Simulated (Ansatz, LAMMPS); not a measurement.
**Squeezing and shearing amorphous 67HfO2-33GeO2 (mol %) (72 atoms)**

How stiff is amorphous 67HfO2-33GeO2 (mol %) (72 atoms), and how do its levels respond to strain?

Method: Kohn-Sham DFT, PBE, PAW (set soft_1), plane waves; PAW set soft_1, in Ansatz 0.2.0.

## (1) The structure

The cell holds 72 atoms: 16 Hf, 8 Ge and 48 O. Its edges and angles: a = 10.070 Å, b = 10.070 Å, c = 10.070 Å, α = 90.0°, β = 90.0°, γ = 90.0°. 72 atoms (16 Zr, 8 Ge, 48 O) placed at random at 4.59 g/cm³, melted at 5000 K for 10 ps at fixed volume with the Morse and Coulomb pair potential with partial charges (Pedone, Malavasi, Menziani, Cormack and Segre, J. Phys. Chem. B 110, 11780 (2006)). Quenched from 5000 K to 300 K at 20 K/ps and fixed volume, held 10 ps at zero pressure, then minimised at fixed cell. Then Zr was replaced by Hf and the cell scaled by 1.008 (the potential has no terms for the new elements, so the cell is a start for a DFT relaxation).

Limits known from the start: The quench rate of 20 K/ps far exceeds what a furnace or splat quench reaches, so expect more defects and frozen-in strain than in a real sample. The network of bonds at the start is that of the classical potential that made the cell, and needn't be the one that DFT or experiment would give. The Brillouin zone is sampled at Γ only. Spin–orbit coupling is left out, which matters for the levels of the heavy elements.

## (2) Single point at the start

A single point comes first, to see the forces before anything moves.

Contents of input.yaml:

```yaml
crystal:
  lattice:
    - [10.06961, 0.0, 0.0]
    - [0.0, 10.06961, 0.0]
    - [0.0, 0.0, 10.06961]
  atoms:
    - { symbol: Hf, position: [0.8167, 0.84336, 0.28076] }
    - { symbol: Hf, position: [0.52174, 0.6252, 0.70535] }
    - { symbol: Hf, position: [0.7654, 0.3747, 0.72522] }
    - { symbol: Hf, position: [0.31459, 0.93533, 0.86467] }
    - { symbol: Hf, position: [0.48196, 0.336, 0.8941] }
    - { symbol: Hf, position: [0.84666, 0.22849, 0.38225] }
    - { symbol: Hf, position: [0.51917, 0.68171, 0.30542] }
    - { symbol: Hf, position: [0.46761, 0.12654, 0.63791] }
    - { symbol: Hf, position: [0.7671, 0.65247, 0.94311] }
    - { symbol: Hf, position: [0.1706, 0.78367, 0.21699] }
    - { symbol: Hf, position: [0.00905, 0.1446, 0.70285] }
    - { symbol: Hf, position: [0.46854, 0.27316, 0.29206] }
    - { symbol: Hf, position: [0.05428, 0.5097, 0.37255] }
    - { symbol: Hf, position: [0.19824, 0.14713, 0.3543] }
    - { symbol: Hf, position: [0.98457, 0.91934, 0.94626] }
    - { symbol: Hf, position: [0.70146, 0.45446, 0.19685] }
    - { symbol: Ge, position: [0.74396, 0.88835, 0.67373] }
    - { symbol: Ge, position: [0.01346, 0.64568, 0.72432] }
    - { symbol: Ge, position: [0.20994, 0.41783, 0.10529] }
    - { symbol: Ge, position: [0.23768, 0.43564, 0.66003] }
    - { symbol: Ge, position: [0.79539, 0.60756, 0.48926] }
    - { symbol: Ge, position: [0.19538, 0.89204, 0.56281] }
    - { symbol: Ge, position: [0.47046, 0.93978, 0.17182] }
    - { symbol: Ge, position: [0.91848, 0.26071, 0.03148] }
    - { symbol: O, position: [0.07141, 0.33292, 0.05701] }
    - { symbol: O, position: [0.15465, 0.28843, 0.67945] }
    - { symbol: O, position: [0.4028, 0.4457, 0.71169] }
    - { symbol: O, position: [0.84315, 0.4532, 0.36896] }
    - { symbol: O, position: [0.32762, 0.42747, 0.98886] }
    - { symbol: O, position: [0.13536, 0.98943, 0.2401] }
    - { symbol: O, position: [0.62002, 0.63016, 0.10564] }
    - { symbol: O, position: [0.12406, 0.0248, 0.83009] }
    - { symbol: O, position: [0.96106, 0.58349, 0.54854] }
    - { symbol: O, position: [0.40599, 0.07603, 0.25219] }
    - { symbol: O, position: [0.04744, 0.29138, 0.36521] }
    - { symbol: O, position: [0.27459, 0.30761, 0.22773] }
    - { symbol: O, position: [0.49834, 0.69459, 0.51051] }
    - { symbol: O, position: [0.81981, 0.27764, 0.17679] }
    - { symbol: O, position: [0.87703, 0.53547, 0.77972] }
    - { symbol: O, position: [0.88673, 0.26444, 0.85647] }
    - { symbol: O, position: [0.14763, 0.54518, 0.75442] }
    - { symbol: O, position: [0.8529, 0.02487, 0.36328] }
    - { symbol: O, position: [0.09913, 0.78956, 0.65628] }
    - { symbol: O, position: [0.72438, 0.65938, 0.33836] }
    - { symbol: O, position: [0.84426, 0.81764, 0.07482] }
    - { symbol: O, position: [0.87012, 0.98492, 0.74756] }
    - { symbol: O, position: [0.68772, 0.52219, 0.59464] }
    - { symbol: O, position: [0.98723, 0.7158, 0.30337] }
    - { symbol: O, position: [0.22709, 0.81142, 0.41859] }
    - { symbol: O, position: [0.32911, 0.96597, 0.64703] }
    - { symbol: O, position: [0.6008, 0.25511, 0.73705] }
    - { symbol: O, position: [0.79651, 0.78221, 0.54523] }
    - { symbol: O, position: [0.21703, 0.4859, 0.49667] }
    - { symbol: O, position: [0.36751, 0.20628, 0.4731] }
    - { symbol: O, position: [0.17008, 0.55988, 0.20146] }
    - { symbol: O, position: [0.11224, 0.04746, 0.52925] }
    - { symbol: O, position: [0.56006, 0.31456, 0.09576] }
    - { symbol: O, position: [0.6255, 0.49459, 0.85564] }
    - { symbol: O, position: [0.16913, 0.841, 0.01201] }
    - { symbol: O, position: [0.46346, 0.95846, 0.00674] }
    - { symbol: O, position: [0.94301, 0.74525, 0.85235] }
    - { symbol: O, position: [0.60865, 0.88074, 0.25707] }
    - { symbol: O, position: [0.39216, 0.75158, 0.80282] }
    - { symbol: O, position: [0.51903, 0.47498, 0.30266] }
    - { symbol: O, position: [0.3791, 0.79181, 0.20266] }
    - { symbol: O, position: [0.9319, 0.08985, 0.03763] }
    - { symbol: O, position: [0.84568, 0.50135, 0.05865] }
    - { symbol: O, position: [0.64226, 0.24362, 0.39134] }
    - { symbol: O, position: [0.61856, 0.9898, 0.62636] }
    - { symbol: O, position: [0.87003, 0.25342, 0.589] }
    - { symbol: O, position: [0.38821, 0.15349, 0.8323] }
    - { symbol: O, position: [0.67885, 0.76018, 0.78006] }
kpoints:
  mp_grid: { grid: [1, 1, 1] }
hamiltonian:
  xc: pbe
  pseudopotentials: { kind: paw, azcp: { folder: soft_1 } }
scf:
  occupations: { method: gaussian, width: 0.025 }
output:
  forces: true
```

On the command line:

```
$ ansatz run input.yaml --threads 4 --pin off --max-ram 8192MiB --backend cpu --events-out ev --progress --plain --runs-dir out
```

What it wrote:

```text
[...]
Pseudopotentials: kind: paw
Pseudopotential: Hf, paw, valence charge 26, recommended cutoff 420 eV (normal), soft_1/Hf.paw.azcp
Pseudopotential: Ge, paw, valence charge 14, recommended cutoff 420 eV (normal), soft_1/Ge.paw.azcp
Pseudopotential: O, paw, valence charge 6, recommended cutoff 420 eV (normal), soft_1/O.paw.azcp
[... 5 lines on functional and potentials left out ...]
Crystal: 72 atoms, lattice volume = 1021.029 Å³
Basis set: ecut = 420 eV, 20005 PW (Γ), exchange–correlation on 144×144×144 points (8 copies of the dense FFT grid, shifted against one another)
Bands: 480, of which v1, the nominal top of the filled ones, is band 408 counted from 1 (407 counted from 0)
Symmetry: 1 space group operations
Space group: P1 (ITA 1), of the structure as read, at distance tolerance 1.0e-4 Å
k-points: 1
[... 7 lines on functional and potentials left out ...]
Initial density: superposition of atomic densities (chi_scale 0.1, normalization cell, long waves kept (reshape's long-wave potential 0.80 eV rms))
Initial wavefunctions: pseudopotential atomic-orbital guess
[...]
SCF iter   1: F=—  HF=-313273.775334 eV  |F-HF|=—  |Δ(HF+E_count)|=         —  Δρ=1.29e-1  dr2=4.95e2  ethr=3.10e-3  ⟨swp⟩=6.0  Hψ=1511  notcnv=0  defer=45
preconditioner: auto → LDOS  [insulator: Δε(μ)=0.070 eV  Ē_g=15.455 eV  σ=0.025 eV  W_gap=0.95  n_scr=304 (ndim 8)  ℏωp=30.5 eV  f_vac=0.111  D(μ)=12.79/eV (n_scr^D=56)  ε∞_Penn≈4.9  β→1.0]
SCF iter   2: F=—  HF=-313251.402554 eV  |F-HF|=—  |Δ(HF+E_count)|=    2.24e1  Δρ=8.35e-2  dr2=8.36e1  ethr=3.10e-3  ⟨swp⟩=4.0  Hψ=1177  notcnv=0  defer=66
preconditioner: auto → Resta (q_TF=auto, 2.628 Å⁻¹)  ε∞=4.5  [insulator: Δε(μ)=0.839 eV  Ē_g=17.398 eV  σ=0.025 eV  W_gap=1.00  n_scr=304 (ndim 8)  ℏωp=32.5 eV  f_vac=0.173  D(μ)=0.00/eV (n_scr^D=0)  ε∞_Penn≈4.5  β→0.5]
SCF iter   3: F=—  HF=-313226.004607 eV  |F-HF|=—  |Δ(HF+E_count)|=    2.54e1  Δρ=4.23e-2  dr2=1.41e1  ethr=3.10e-3  ⟨swp⟩=5.0  Hψ=1165  notcnv=0  defer=61
automatic band count: iteration 3 solves 473 bands in place of 480: the levels show a gap, and the empty bands left out lie too high to hold charge; the band table lists the bands solved (type scf.n_extra_bands for more)
SCF iter   4: F=—  HF=-313222.448431 eV  |F-HF|=—  |Δ(HF+E_count)|=    3.56e0  Δρ=1.52e-2  dr2=2.34e0  ethr=1.72e-3  ⟨swp⟩=3.0  Hψ=853  notcnv=0  defer=61
SCF iter   5: F=—  HF=-313222.307344 eV  |F-HF|=—  |Δ(HF+E_count)|=   1.41e-1  Δρ=5.98e-3  dr2=2.84e-1  ethr=2.87e-4  ⟨swp⟩=3.0  Hψ=945  notcnv=0  defer=61
[...]
SCF iter  15: F=—  HF=-313222.355824 eV  |F-HF|=—  |Δ(HF+E_count)|=   7.39e-8  Δρ=4.00e-6  dr2=1.67e-7  ethr=1.02e-10  ⟨swp⟩=2.0  Hψ=805  notcnv=0  defer=61
SCF iter  16: F=-313222.355824 eV  HF=-313222.355824 eV  |F-HF|=1.20e-8  |Δ(HF+E_count)|=   7.11e-8  Δρ=1.77e-6  dr2=3.97e-8  ethr=1.23e-11  ⟨swp⟩=5.0  Hψ=1715  notcnv=0
SCF 1 converged in 16 iterations: F = -313222.355824 eV  dr2 = 3.97e-8
[...]
SCF converged after 16 iterations
Free energy (F): -313222.355824 eV
Harris-Foulkes:  -313222.355824 eV  (|F-HF|=1.20e-8)
Internal energy: -313222.355824 eV  (E = F + TS)
E sigma→0 (E₀):  -313222.355824 eV
Fermi energy:    9.577955 eV
--- Per-component energies (eV) ---
[...]
Σ components = -313222.355824   (vs F -313222.355824, Δ=0.00e0)
--- Forces (eV/Å), atoms counted from 1 ---
  atom   1  Hf     1.02103614     1.17089039    -0.42902787
  atom   2  Hf    -1.42244112     2.31153404    -1.00069733
  atom   3  Hf     0.71119635     0.45310582    -0.14038969
  atom   4  Hf     0.70857519    -1.45806762     0.60245070
[...]
atom  72  O     -0.66465794    -0.63087601     0.59208468
  max |Σ_I F_I| component: 4.97e-5 eV/Å
```

It took 24 s on 4 threads of Arm Neoverse V2, shared host; peak memory 1.7 GiB; 81 s of CPU time.

The r.m.s. force at the start is 0.87 eV/Å.

## (3) Cell and atoms relaxed

The cell is relaxed with the atoms, since the starting lattice needn't suit this functional.

Contents of input.yaml:

```yaml
crystal:
  lattice:
    - [10.06961, 0.0, 0.0]
    - [0.0, 10.06961, 0.0]
    - [0.0, 0.0, 10.06961]
  atoms:
    [... the 72 atom lines of step 2 ...]
kpoints:
  mp_grid: { grid: [1, 1, 1] }
hamiltonian:
  xc: pbe
  pseudopotentials: { kind: paw, azcp: { folder: soft_1 } }
scf:
  occupations: { method: gaussian, width: 0.025 }
output:
  forces: true
relax:
  f_tol: 0.05
  max_steps: 150
  cell: {}
```

What it wrote:

```text
[...]
Crystal: 72 atoms, lattice volume = 1021.029 Å³
Basis set: ecut = 420 eV, 20005 PW (Γ), exchange–correlation on 144×144×144 points (8 copies of the dense FFT grid, shifted against one another)
Bands: 490, of which v1, the nominal top of the filled ones, is band 408 counted from 1 (407 counted from 0)
Symmetry: 1 space group operations
[...]
k-points: 1
[...]
SCF iter   1: F=—  HF=-313273.776122 eV  |F-HF|=—  |Δ(HF+E_count)|=         —  Δρ=1.29e-1  dr2=4.96e2  ethr=3.10e-3  ⟨swp⟩=6.0  Hψ=1549  notcnv=0  defer=55
[...]
SCF iter  15: F=—  HF=-313222.355824 eV  |F-HF|=—  |Δ(HF+E_count)|=   7.73e-8  Δρ=3.96e-6  dr2=1.63e-7  ethr=1.12e-10  ⟨swp⟩=2.0  Hψ=805  notcnv=0  defer=78
SCF iter  16: F=-313222.355824 eV  HF=-313222.355824 eV  |F-HF|=1.32e-8  |Δ(HF+E_count)|=   7.04e-8  Δρ=1.77e-6  dr2=3.89e-8  ethr=1.23e-11  ⟨swp⟩=5.0  Hψ=1670  notcnv=0
SCF 1 converged in 16 iterations: F = -313222.355824 eV  dr2 = 3.89e-8
[...]
relax step   1: F+E_penalty+E_count = -313222.35582407 eV  Δ(F+E_penalty+E_count) = +0.000e0 eV  max|allowed force component| = 2.755e0 eV/Å  Δτ_max = 0.0000 Å  P = -4.180 GPa  Ω = 1021.029 Å³  (16 SCF iters, dr2 threshold 1.00e-7 eV, accepted)
[... from here on, the SCF cycles and remarks between the steps are left out ...]
relax step   2: F+E_penalty+E_count = -313225.26827604 eV  Δ(F+E_penalty+E_count) = -2.912e0 eV  max|allowed force component| = 1.284e0 eV/Å  Δτ_max = 0.1996 Å  P = +3.580 GPa  Ω = 971.933 Å³  energy of the carried Pulay correction = +1.292e-1 eV  (10 SCF iters, dr2 threshold 7.20e-6 eV, accepted)
relax step   3: F+E_penalty+E_count = -313226.36466069 eV  Δ(F+E_penalty+E_count) = -1.096e0 eV  max|allowed force component| = 8.542e-1 eV/Å  Δτ_max = 0.1052 Å  P = +1.094 GPa  Ω = 985.714 Å³  energy of the carried Pulay correction = +9.230e-2 eV  (8 SCF iters, dr2 threshold 7.20e-6 eV, accepted)
relax step   4: F+E_penalty+E_count = -313226.92369061 eV  Δ(F+E_penalty+E_count) = -5.590e-1 eV  max|allowed force component| = 3.765e-1 eV/Å  Δτ_max = 0.2000 Å  P = +0.185 GPa  Ω = 992.417 Å³  energy of the carried Pulay correction = +7.454e-2 eV  (8 SCF iters, dr2 threshold 7.20e-6 eV, accepted)
relax step   5: F+E_penalty+E_count = -313227.09349941 eV  Δ(F+E_penalty+E_count) = -1.698e-1 eV  max|allowed force component| = 2.615e-1 eV/Å  Δτ_max = 0.2000 Å  P = -0.047 GPa  Ω = 995.411 Å³  energy of the carried Pulay correction = +6.664e-2 eV  (8 SCF iters, dr2 threshold 7.20e-6 eV, accepted)
relax step   6: F+E_penalty+E_count = -313227.26577666 eV  Δ(F+E_penalty+E_count) = -1.723e-1 eV  max|allowed force component| = 1.738e-1 eV/Å  Δτ_max = 0.2000 Å  P = -0.182 GPa  Ω = 996.872 Å³  energy of the carried Pulay correction = +6.279e-2 eV  (9 SCF iters, dr2 threshold 4.27e-6 eV, accepted)
relax step   7: F+E_penalty+E_count = -313227.39486253 eV  Δ(F+E_penalty+E_count) = -1.291e-1 eV  max|allowed force component| = 3.221e-1 eV/Å  Δτ_max = 0.1932 Å  P = -0.141 GPa  Ω = 995.189 Å³  energy of the carried Pulay correction = +6.722e-2 eV  (9 SCF iters, dr2 threshold 1.89e-6 eV, accepted)
relax step   8: F+E_penalty+E_count = -313227.46365689 eV  Δ(F+E_penalty+E_count) = -6.879e-2 eV  max|allowed force component| = 4.420e-1 eV/Å  Δτ_max = 0.1932 Å  P = +0.257 GPa  Ω = 992.174 Å³  energy of the carried Pulay correction = +7.518e-2 eV  (9 SCF iters, dr2 threshold 6.48e-6 eV, accepted)
relax step   9: F+E_penalty+E_count = -313227.64184275 eV  Δ(F+E_penalty+E_count) = -1.782e-1 eV  max|allowed force component| = 3.006e-1 eV/Å  Δτ_max = 0.2000 Å  P = -0.066 GPa  Ω = 996.310 Å³  energy of the carried Pulay correction = +6.427e-2 eV  (9 SCF iters, dr2 threshold 7.20e-6 eV, accepted)
relax step  10: F+E_penalty+E_count = -313227.73135363 eV  Δ(F+E_penalty+E_count) = -8.951e-2 eV  max|allowed force component| = 2.890e-1 eV/Å  Δτ_max = 0.2000 Å  P = +0.168 GPa  Ω = 999.551 Å³  energy of the carried Pulay correction = +5.575e-2 eV  (9 SCF iters, dr2 threshold 5.65e-6 eV, accepted)
relax step  11: F+E_penalty+E_count = -313227.69746874 eV  Δ(F+E_penalty+E_count) = +3.388e-2 eV  max|allowed force component| = 4.591e-1 eV/Å  Δτ_max = 0.1521 Å  P = -0.343 GPa  Ω = 1004.414 Å³  energy of the carried Pulay correction = +4.303e-2 eV  (8 SCF iters, dr2 threshold 5.22e-6 eV, rejected (line search))
relax step  12: F+E_penalty+E_count = -313227.79772832 eV  Δ(F+E_penalty+E_count) = -6.637e-2 eV  max|allowed force component| = 1.887e-1 eV/Å  Δτ_max = 0.0760 Å  P = +0.064 GPa  Ω = 1001.609 Å³  energy of the carried Pulay correction = +5.036e-2 eV  (14 SCF iters, accepted)
relax step  13: F+E_penalty+E_count = -313227.85056955 eV  Δ(F+E_penalty+E_count) = -5.284e-2 eV  max|allowed force component| = 1.790e-1 eV/Å  Δτ_max = 0.0975 Å  P = -0.034 GPa  Ω = 1003.406 Å³  energy of the carried Pulay correction = +4.566e-2 eV  (8 SCF iters, dr2 threshold 2.23e-6 eV, accepted)
relax step  14: F+E_penalty+E_count = -313227.90295031 eV  Δ(F+E_penalty+E_count) = -5.238e-2 eV  max|allowed force component| = 1.705e-1 eV/Å  Δτ_max = 0.1500 Å  P = -0.093 GPa  Ω = 1005.106 Å³  energy of the carried Pulay correction = +4.122e-2 eV  (8 SCF iters, dr2 threshold 2.00e-6 eV, accepted)
relax step  15: F+E_penalty+E_count = -313227.91323518 eV  Δ(F+E_penalty+E_count) = -1.028e-2 eV  max|allowed force component| = 2.453e-1 eV/Å  Δτ_max = 0.1947 Å  P = -0.132 GPa  Ω = 1006.175 Å³  energy of the carried Pulay correction = +3.843e-2 eV  (9 SCF iters, dr2 threshold 1.82e-6 eV, accepted)
relax step  16: F+E_penalty+E_count = -313227.96187878 eV  Δ(F+E_penalty+E_count) = -4.864e-2 eV  max|allowed force component| = 1.494e-1 eV/Å  Δτ_max = 0.2000 Å  P = +0.032 GPa  Ω = 1007.199 Å³  energy of the carried Pulay correction = +3.576e-2 eV  (9 SCF iters, dr2 threshold 3.76e-6 eV, accepted)
relax step  17: F+E_penalty+E_count = -313227.98695329 eV  Δ(F+E_penalty+E_count) = -2.507e-2 eV  max|allowed force component| = 1.765e-1 eV/Å  Δτ_max = 0.1086 Å  P = -0.012 GPa  Ω = 1007.657 Å³  energy of the carried Pulay correction = +3.457e-2 eV  (8 SCF iters, dr2 threshold 1.39e-6 eV, accepted)
relax step  18: F+E_penalty+E_count = -313228.06043894 eV  Δ(F+E_penalty+E_count) = -7.349e-2 eV  max|allowed force component| = 2.464e-1 eV/Å  Δτ_max = 0.1951 Å  P = -0.081 GPa  Ω = 1007.387 Å³  energy of the carried Pulay correction = +3.528e-2 eV  (8 SCF iters, dr2 threshold 1.95e-6 eV, accepted)
relax step  19: F+E_penalty+E_count = -313228.15335327 eV  Δ(F+E_penalty+E_count) = -9.291e-2 eV  max|allowed force component| = 1.788e-1 eV/Å  Δτ_max = 0.2000 Å  P = -0.073 GPa  Ω = 1007.296 Å³  energy of the carried Pulay correction = +3.551e-2 eV  (8 SCF iters, dr2 threshold 3.79e-6 eV, accepted)
relax step  20: F+E_penalty+E_count = -313228.00775773 eV  Δ(F+E_penalty+E_count) = +1.456e-1 eV  max|allowed force component| = 5.493e-1 eV/Å  Δτ_max = 0.1944 Å  P = +0.627 GPa  Ω = 1003.364 Å³  energy of the carried Pulay correction = +4.577e-2 eV  (9 SCF iters, dr2 threshold 2.00e-6 eV, rejected (line search))
relax step  21: F+E_penalty+E_count = -313228.18700798 eV  Δ(F+E_penalty+E_count) = -3.365e-2 eV  max|allowed force component| = 1.225e-1 eV/Å  Δτ_max = 0.0842 Å  P = +0.008 GPa  Ω = 1005.122 Å³  energy of the carried Pulay correction = +4.118e-2 eV  (14 SCF iters, accepted)
relax step  22: F+E_penalty+E_count = -313228.19161739 eV  Δ(F+E_penalty+E_count) = -4.609e-3 eV  max|allowed force component| = 1.065e-1 eV/Å  Δτ_max = 0.0486 Å  P = -0.013 GPa  Ω = 1005.542 Å³  energy of the carried Pulay correction = +4.008e-2 eV  (8 SCF iters, dr2 threshold 9.38e-7 eV, accepted)
relax step  23: F+E_penalty+E_count = -313228.19615232 eV  Δ(F+E_penalty+E_count) = -4.535e-3 eV  max|allowed force component| = 3.395e-2 eV/Å  Δτ_max = 0.0268 Å  P = +0.005 GPa  Ω = 1005.322 Å³  energy of the carried Pulay correction = +4.066e-2 eV  (7 SCF iters, dr2 threshold 7.09e-7 eV, accepted)
relax step  24: F+E_penalty+E_count = -313228.24692731 eV  Δ(F+E_penalty+E_count) = -5.077e-2 eV  max|allowed force component| = 3.445e-2 eV/Å  Δτ_max = 0.0000 Å  P = +0.059 GPa  Ω = 1005.322 Å³  stress off target by 3.39e-1 GPa  SCF on the basis re-selected at this cell (its energy is not comparable with the rows above)  (8 SCF iters)
relax step  25: F+E_penalty+E_count = -313228.24557677 eV  Δ(F+E_penalty+E_count) = +1.351e-3 eV  max|allowed force component| = 9.916e-2 eV/Å  Δτ_max = 0.0374 Å  P = +0.022 GPa  Ω = 1006.580 Å³  energy of the carried Pulay correction = -2.851e-3 eV  (9 SCF iters, dr2 threshold 2.88e-7 eV, accepted)
relax step  26: F+E_penalty+E_count = -313228.24969900 eV  Δ(F+E_penalty+E_count) = -4.122e-3 eV  max|allowed force component| = 7.330e-2 eV/Å  Δτ_max = 0.0199 Å  P = +0.019 GPa  Ω = 1006.398 Å³  energy of the carried Pulay correction = -2.504e-3 eV  (8 SCF iters, dr2 threshold 6.15e-7 eV, accepted)
relax step  27: F+E_penalty+E_count = -313228.25098098 eV  Δ(F+E_penalty+E_count) = -1.282e-3 eV  max|allowed force component| = 1.732e-2 eV/Å  Δτ_max = 0.0140 Å  P = +0.002 GPa  Ω = 1006.342 Å³  energy of the carried Pulay correction = -2.320e-3 eV  (7 SCF iters, dr2 threshold 3.36e-7 eV, accepted)
relax step  28: F+E_penalty+E_count = -313228.25395781 eV  Δ(F+E_penalty+E_count) = -2.977e-3 eV  max|allowed force component| = 1.748e-2 eV/Å  Δτ_max = 0.0000 Å  P = +0.007 GPa  Ω = 1006.342 Å³  stress off target by 2.13e-2 GPa  SCF on the basis re-selected at this cell (its energy is not comparable with the rows above)  (7 SCF iters)
[...]
SCF converged after 7 iterations
Free energy (F): -313228.253958 eV
[...]
Internal energy: -313228.253958 eV  (E = F + TS)
E sigma→0 (E₀):  -313228.253958 eV
Fermi energy:    9.554637 eV
[...]
Σ components = -313228.253958   (vs F -313228.253958, Δ=0.00e0)
--- Forces (eV/Å), atoms counted from 1 ---
  atom   1  Hf    -0.00591877    -0.00418002     0.00089280
  atom   2  Hf     0.00081245    -0.00507982    -0.00186145
  atom   3  Hf    -0.00371627     0.00620686    -0.00153591
  atom   4  Hf     0.00820879    -0.00542977     0.00272969
[...]
atom  72  O      0.00012926     0.00685261    -0.00201205
  max |Σ_I F_I| component: 8.46e-6 eV/Å
--- Stress (GPa, compression-positive) ---
        0.021205      -0.001723      -0.000059
       -0.001723      -0.013234      -0.003715
       -0.000059      -0.003715       0.012016
  P = ⅓ Tr σ = 0.0067 GPa (0.067 kbar)
--- Relaxed structure (26 steps of the walk, 24 accepted, 2 SCFs on fresh bases) ---
  F+E_penalty+E_count = -313228.25395781 eV   max|allowed force component| = 1.748e-2 eV/Å   (the final SCF, on the basis selected at the relaxed cell)
  cell:  # Å, volume = 1006.3415 Å³
    - [10.433374, -0.304406, -0.178771]
    - [-0.304406, 9.535147, -0.112125]
    - [-0.178771, -0.112125, 10.129577]
  atoms:
    - { symbol: Hf, position: [0.794198, 0.829391, 0.210344] }
    - { symbol: Hf, position: [0.489373, 0.637726, 0.722025] }
    - { symbol: Hf, position: [0.767654, 0.351371, 0.697914] }
    - { symbol: Hf, position: [0.291209, 0.931825, 0.860495] }
[...]
- { symbol: O, position: [0.658875, 0.755856, 0.782138] }
```

It took 8.1 min on 4 threads; peak memory 1.8 GiB; 31 min of CPU time.

The relaxation converged after 26 steps, with a largest force component of 0.017 eV/Å.

[end of part 1 of 4]

[Long decimals in the printed logs are rounded to 6 places.]

[Logs are printed without paths, hosts, clocks, repeated set-up lines and the standing remarks that a program may print on its own settings, such as how far it seeks lower states.]

[Hosts, paths, dates, database ids (printed as entryN), source tags and the programs' standing remarks are cut or masked in the printed files.]
